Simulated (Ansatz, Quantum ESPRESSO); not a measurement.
# ZrB2 (P6/mmm): zone-centre phonons

Aim: the zone-centre modes of ZrB2 (P6/mmm).

Calculated with Quantum ESPRESSO 7.5; DFT LDA, scalar-relativistic, plane waves, PseudoDojo norm-conserving pseudopotentials.

This is a report of a sequence of runs, with most program output left out.

### 1. The starting structure

It takes space group P6/mmm (No. 191, hexagonal). Conventional cell: a = 3.170 Å, b = 3.170 Å, c = 3.533 Å, α = 90.00°, β = 90.00°, γ = 120.00°. Zr has 12 B at 2.54 Å nearest. B has 3 B at 1.83 Å and 6 Zr at 2.54 Å nearest. Farther neighbours are not listed.

### 2. A first look

A cheap run with smearing and empty bands tells whether the crystal has a gap, which decides between fixed occupations and smearing later on.

Contents of probe.in:

```
 &control
    calculation='scf',
    prefix='x',
    outdir='./tmp',
    pseudo_dir='./pseudo',
    tprnfor=.true.,
    tstress=.true.,
    verbosity='high',
 /
 &system
    ibrav=4,
    celldm(1)=5.99043182,
    celldm(3)=1.11451104,
    nat=3,
    ntyp=2,
    ecutwfc=76.0,
    occupations='smearing',
    smearing='gaussian',
    degauss=0.01,
 /
 &electrons
    conv_thr=1.0d-07,
    mixing_beta=0.7,
    electron_maxstep=100,
 /
ATOMIC_SPECIES
 Zr     91.2240  Zr.upf
 B      10.8100  B.upf
ATOMIC_POSITIONS crystal
 Zr     0.000000000   0.000000000   0.000000000
 B      0.333333330   0.666666670   0.500000000
 B      0.666666670   0.333333330   0.500000000
K_POINTS automatic
 6 6 6 0 0 0
```

The run is started by

```bash
OMP_NUM_THREADS=1 mpirun -n 8 pw.x -nk 8 -in probe.in > probe.out
```

It took 4.8 s on 8 MPI ranks of Intel Xeon at 2.70GHz, shared host; 36 s of CPU time.

Read from the output:

* volume per atom: 10.25 Å³
* pressure: -8.451 GPa
* gap on the k-mesh: 0 eV

No gap opens on this mesh, so smearing is kept; the start stands at -8.5 GPa.

### 3. Relaxation

Frequencies change by per cents with a per cent of volume, so the structure is first brought to rest at this level of theory.

Contents of relax.in:

```
 &control
    calculation='vc-relax',
    prefix='x',
    outdir='./tmp',
    pseudo_dir='./pseudo',
    tprnfor=.true.,
    tstress=.true.,
    forc_conv_thr=2.0d-05,
    etot_conv_thr=1.0d-07,
    nstep=40,
 /
 &system
    ibrav=4,
    celldm(1)=5.99043182,
    celldm(3)=1.11451104,
    nat=3,
    ntyp=2,
    ecutwfc=76.0,
    occupations='smearing',
    smearing='mv',
    degauss=0.02,
 /
 &electrons
    conv_thr=1.0d-11,
    mixing_beta=0.7,
    electron_maxstep=100,
 /
 &ions
 /
 &cell
    press_conv_thr=0.2,
 /
ATOMIC_SPECIES
 Zr     91.2240  Zr.upf
 B      10.8100  B.upf
ATOMIC_POSITIONS crystal
 Zr     0.000000000   0.000000000   0.000000000
 B      0.333333330   0.666666670   0.500000000
 B      0.666666670   0.333333330   0.500000000
K_POINTS automatic
 15 15 12 0 0 0
```

The run is started by

```bash
OMP_NUM_THREADS=1 mpirun -n 8 pw.x -nk 8 -in relax.in > relax.out
```

The job ended after 1.7 min (8 MPI ranks; 14 min of CPU time).

Step by step:

```
step  energy less that of the first step (eV)  largest force (eV/Å)  pressure (GPa)  volume (Å³)
   1                                   0.0000                0.0000           -8.68        30.75
   2                                  -0.0280                0.0000            2.39        29.41
   3                                  -0.0300                0.0000           -0.12        29.68
   4                                  -0.0300                0.0000           -0.01        29.67
   5                                  -0.0300                0.0000            0.01        29.67
   6                                  -0.0294                0.0000           -0.02        29.67
```

| conventional cell, symmetrised | before | after | change |
| --- | --- | --- | --- |
| a (Å) | 3.170 | 3.133 | -1.2 % |
| b (Å) | 3.170 | 3.133 | -1.2 % |
| c (Å) | 3.533 | 3.490 | -1.2 % |
| volume (Å³/atom) | 10.25 | 9.89 | -3.5 % |

Final coordinates:

```
CELL_PARAMETERS angstrom
3.13322 0.00000 0.00000
-1.56661 2.71345 0.00000
0.00000 0.00000 3.48977
ATOMIC_POSITIONS crystal
Zr 0.00000 0.00000 0.00000
B 0.33333 0.66667 0.50000
B 0.66667 0.33333 0.50000
```

The last row of the table of steps is pw.x's closing run on a basis chosen anew for the final cell, so its energy can jump.

Read from the output:

```
volume per atom : 9.890 Å³
pressure        : -0.01633 GPa
```

The volume changes by -3.5 % from the cell with which this run began.

### 4. Self-consistent run for the response

The response is built on this ground state, so it is converged far tighter than an energy would need. Smearing stays on, as the first look found no gap above 0.3 eV.

Contents of scf.in:

```
 &control
    calculation='scf',
    prefix='x',
    outdir='./tmp',
    pseudo_dir='./pseudo',
    tprnfor=.true.,
    tstress=.true.,
 /
 &system
    ibrav=4,
    celldm(1)=5.92092391,
    celldm(3)=1.11379856,
    nat=3,
    ntyp=2,
    ecutwfc=76.0,
    occupations='smearing',
    smearing='mv',
    degauss=0.02,
 /
 &electrons
    conv_thr=1.0d-12,
    mixing_beta=0.7,
    electron_maxstep=100,
 /
ATOMIC_SPECIES
 Zr     91.2240  Zr.upf
 B      10.8100  B.upf
ATOMIC_POSITIONS crystal
 Zr     0.000000000   0.000000000   0.000000000
 B      0.333333333   0.666666667   0.500000000
 B      0.666666667   0.333333333   0.500000000
K_POINTS automatic
 15 15 12 0 0 0
```

The run is started by

```bash
OMP_NUM_THREADS=1 mpirun -n 8 pw.x -nk 8 -in scf.in > scf.out
```

The job ended after 27 s (8 MPI ranks).

The cell stands at -0.016 GPa, close enough for phonons.

### 5. Zone-centre response

At q = 0 one unit cell holds all displacements; symmetry groups them into irreducible representations that are solved one by one. With smeared occupations no response to a homogeneous field can be asked.

Contents of ph.in:

```
phonons
 &inputph
    prefix='x',
    outdir='./tmp',
    fildyn='g.dyn',
    tr2_ph=1.0d-18,
    alpha_mix(1)=0.4,
    nmix_ph=8,
 /
0.000000000000 0.000000000000 0.000000000000
```

The run is started by

```bash
OMP_NUM_THREADS=1 mpirun -n 8 ph.x -nk 8 -in ph.in > ph.out
```

The job ended after 5.1 min (8 MPI ranks; 41 min of CPU time).

Numbers from this step:

* largest acoustic frequency at the zone centre before the sum rule: -0.99 cm⁻¹
* highest optical zone-centre mode (no LO-TO term): 796.0 cm⁻¹
* lowest optical zone-centre mode: 467.9 cm⁻¹

The acoustic modes at Γ come out as far as 1.0 cm⁻¹ from zero, where they should vanish, a small numerical error.

### 6. Modes with the sum rule

A rigid shift of the crystal must cost nothing, but grids and finite bases break this; the acoustic sum rule is imposed before the matrix is diagonalised again.

Contents of dynmat.in:

```
 &input
    fildyn='g.dyn',
    asr='crystal',
    fileig='dynmat.eig',
 /
```

The run is started by

```bash
dynmat.x -in dynmat.in > dynmat.out
```

It took 0.74 s on 1 thread.

Unit eigenvectors of the mass-weighted matrix after the sum rule; no LO-TO term. Modes at Γ, with each element's share of the kinetic energy:

```csv
mode,frequency (cm⁻¹),symmetry,Zr %,B %
1,0.0,acoustic,81,19
2,0.0,acoustic,81,19
3,0.0,acoustic,81,19
4,467.9,E1u,19,81
5,467.9,E1u,19,81
6,489.1,A2u,19,81
7,577.1,B1g,0,100
8,796.0,E2g,0,100
9,796.0,E2g,0,100
```

Displacements in mode 4 (467.9 cm⁻¹), the largest set to 1:
```
Zr1 -0.12 -0.24  0.00
B2   0.50  1.00  0.00
B3   0.50  1.00  0.00
```

Displacements in mode 8 (796.0 cm⁻¹), the largest set to 1:
```
Zr1  0.00  0.00  0.00
B2  -0.19  1.00  0.00
B3   0.19 -1.00  0.00
```

The rule moves no optical mode by more than 0.1 cm⁻¹.

### 7. Sum rules set otherwise: a sum rule for molecules or wires on a crystal

This rule also removes rotations, which suits molecules and not a crystal; it is tried to see the harm.

Contents of dynmat.in:

```
 &input
    fildyn='g.dyn',
    asr='zero-dim',
    fileig='dynmat.eig',
 /
```

The run is started by

```bash
dynmat.x -in dynmat.in > dynmat.out
```

Run time: 0.67 s. Hardware: 1 thread.

The program raised no error, yet the settings are not those of a careful run.

The fault: a sum rule for molecules or wires on a crystal; 3 optical modes are projected out to zero frequency, as if they were rotations.

For a crystal the rule has to be 'simple' or 'crystal'.

Zone-centre frequencies as printed; negative means imaginary. Modes:

```
mode  frequency (cm⁻¹)
   1                 0
   2                 0
   3                 0
   4                 0
   5                 0
   6                 0
   7             479.8
   8             631.3
   9               796
```

### 8. Sum rules set otherwise (asr simple)

The rule can be imposed in more than one way; the choices should agree where the raw error is small.

Contents of dynmat.in:

```
 &input
    fildyn='g.dyn',
    asr='simple',
    fileig='dynmat.eig',
 /
```

The run is started by

```bash
dynmat.x -in dynmat.in > dynmat.out
```

The job ended after 0.71 s (1 thread).

Zone-centre frequencies as printed; negative means imaginary. Modes:

```csv
mode,frequency (cm⁻¹)
1,0
2,0
3,0
4,467.9
5,467.9
6,489.1
7,577.1
8,796
9,796
```

Against the first rule no mode moves by more than 0.1 cm⁻¹.

### 9. The same in Ansatz

A second program on the same cell, potentials, cutoff and meshes tests the implementation of the phonon response, not its convergence. Its k mesh is centred on Γ.

This step: DFT LDA, scalar-relativistic, plane waves, PseudoDojo norm-conserving pseudopotentials (Ansatz 0.2.0).

Contents of input.yaml:

```yaml
crystal:
  lattice:
    - [3.1332179982, 0.0, 0.0]
    - [-1.5666089991, 2.713446382, 0.0]
    - [0.0, 0.0, 3.4897737053]
  atoms:
    - { symbol: Zr, position: [0.0, 0.0, 0.0] }
    - { symbol: B, position: [0.3333333333, 0.6666666667, 0.5] }
    - { symbol: B, position: [0.6666666667, 0.3333333333, 0.5] }
kpoints:
  mp_grid: { grid: [15, 15, 12] }
hamiltonian:
  xc: lda
  pseudopotentials: { kind: nc, accuracy: standard }
scf:
  occupations: { method: cold, width: 0.27211 }
output:
  eigenvalues: true
basis:
  ecutwfc: 1034.033
phonons:
  method: dfpt
```

The run is started by

```bash
ansatz run input.yaml --threads 8 --pin off --max-ram 16384MiB --backend cpu --events-out ev --progress --plain --runs-dir out
```

Wall time 42 s (8 threads); peak memory 1.8 GiB.

Read from the output:

- sum-rule residual before enforcement: 1.88e-4 eV/Å²

### 10. The two compared: QE PseudoDojo and Ansatz, PseudoDojo

Numbers from this step:

```yaml
root_mean_square_difference: 0.01 cm⁻¹
largest_difference: 0.01 cm⁻¹
```

Frequencies side by side, by row:

```csv
q (reciprocal lattice),mode,QE PseudoDojo (cm⁻¹),"Ansatz, PseudoDojo (cm⁻¹)"
0 0 0,1,0,0
0 0 0,2,0,0
0 0 0,3,0,0
0 0 0,4,467.9,467.9
0 0 0,5,467.9,467.9
0 0 0,6,489.1,489.1
0 0 0,7,577.1,577.1
0 0 0,8,796,796
0 0 0,9,796,796
```

At the zone centre the largest difference (acoustic modes at Γ apart) is 0.001 % of the highest mode.

### 11. A second program

The same cell goes through another code, with its own cutoff. It uses its own PAW datasets, so the potentials differ. Its k mesh is centred on Γ.

This step: DFT LDA, scalar-relativistic, plane waves, PAW (Ansatz 0.2.0).

input.yaml: that of step 9 with these lines changed.

```diff
@@ -13,3 +13,2 @@
   xc: lda
-  pseudopotentials: { kind: nc, accuracy: standard }
 scf:
@@ -18,4 +17,2 @@
   eigenvalues: true
-basis:
-  ecutwfc: 1034.033
 phonons:
```

Elapsed: 19 s, on 8 threads; peak memory 0.97 GiB.

This step gave:

| Item | Value |
| --- | --- |
| sum-rule residual before enforcement | 2.14e-5 eV/Å² |
| highest optical zone-centre mode (no LO-TO term) | 794.9 cm⁻¹ |
| lowest optical zone-centre mode | 467.2 cm⁻¹ |

### 12. The two compared: QE PseudoDojo and Ansatz, PAW

Worked out from the results:

| Quantity | Value |
| --- | --- |
| root-mean-square difference | 1.13 cm⁻¹ |
| largest difference | 1.93 cm⁻¹ |

Frequencies side by side, by row:

```csv
q (reciprocal lattice),mode,QE PseudoDojo (cm⁻¹),"Ansatz, PAW (cm⁻¹)"
0 0 0,1,0,0
0 0 0,2,0,0
0 0 0,3,0,0
0 0 0,4,467.9,467.2
0 0 0,5,467.9,467.2
0 0 0,6,489.1,487.1
0 0 0,7,577.1,576.2
0 0 0,8,796,794.9
0 0 0,9,796,794.9
```

At the zone centre the largest difference (acoustic modes at Γ apart) is 0.2 % of the highest mode.

### 13. Summary of results

- space group after relaxation: P6/mmm
- volume per atom: 9.89 Å³
- highest optical zone-centre mode (no LO-TO term): 796.0 cm⁻¹
- lowest optical zone-centre mode: 467.9 cm⁻¹
- imaginary optical modes at the zone centre (no q mesh in this session): none
- largest difference from Ansatz, PseudoDojo: 0.01 cm⁻¹

At the LDA level the optical modes of ZrB2 (P6/mmm) at the zone centre run from 468 to 796 cm⁻¹. Of the 6 optical modes, 3 are infrared active alone, 1 is silent and 2 are Raman active alone; inversion symmetry keeps the two sets apart. QE PseudoDojo and Ansatz, PseudoDojo agree to 0.01 cm⁻¹ (0.001 % of the highest mode compared) on all solved modes but the acoustic ones at Γ, without the LO-TO term. QE PseudoDojo and Ansatz, PAW differ by 1.1 cm⁻¹ in the root mean square and by 1.9 cm⁻¹ at most, 0.2 % of the highest mode compared (acoustic modes at Γ left out). These are harmonic frequencies at zero temperature: anharmonic shifts and linewidths and thermal expansion are left out. In a metal the frequencies hang on the k mesh and the smearing, most of all near Kohn anomalies.

[Host names and launcher messages were left out of these logs when they were recorded.]

[Logs are printed without paths, hosts, clocks, repeated set-up lines and the standing remarks that a program may print on its own settings, such as how far it seeks lower states.]

[Hosts, paths, dates, database ids (printed as entryN), source tags and the programs' standing remarks are cut or masked in the printed files.]
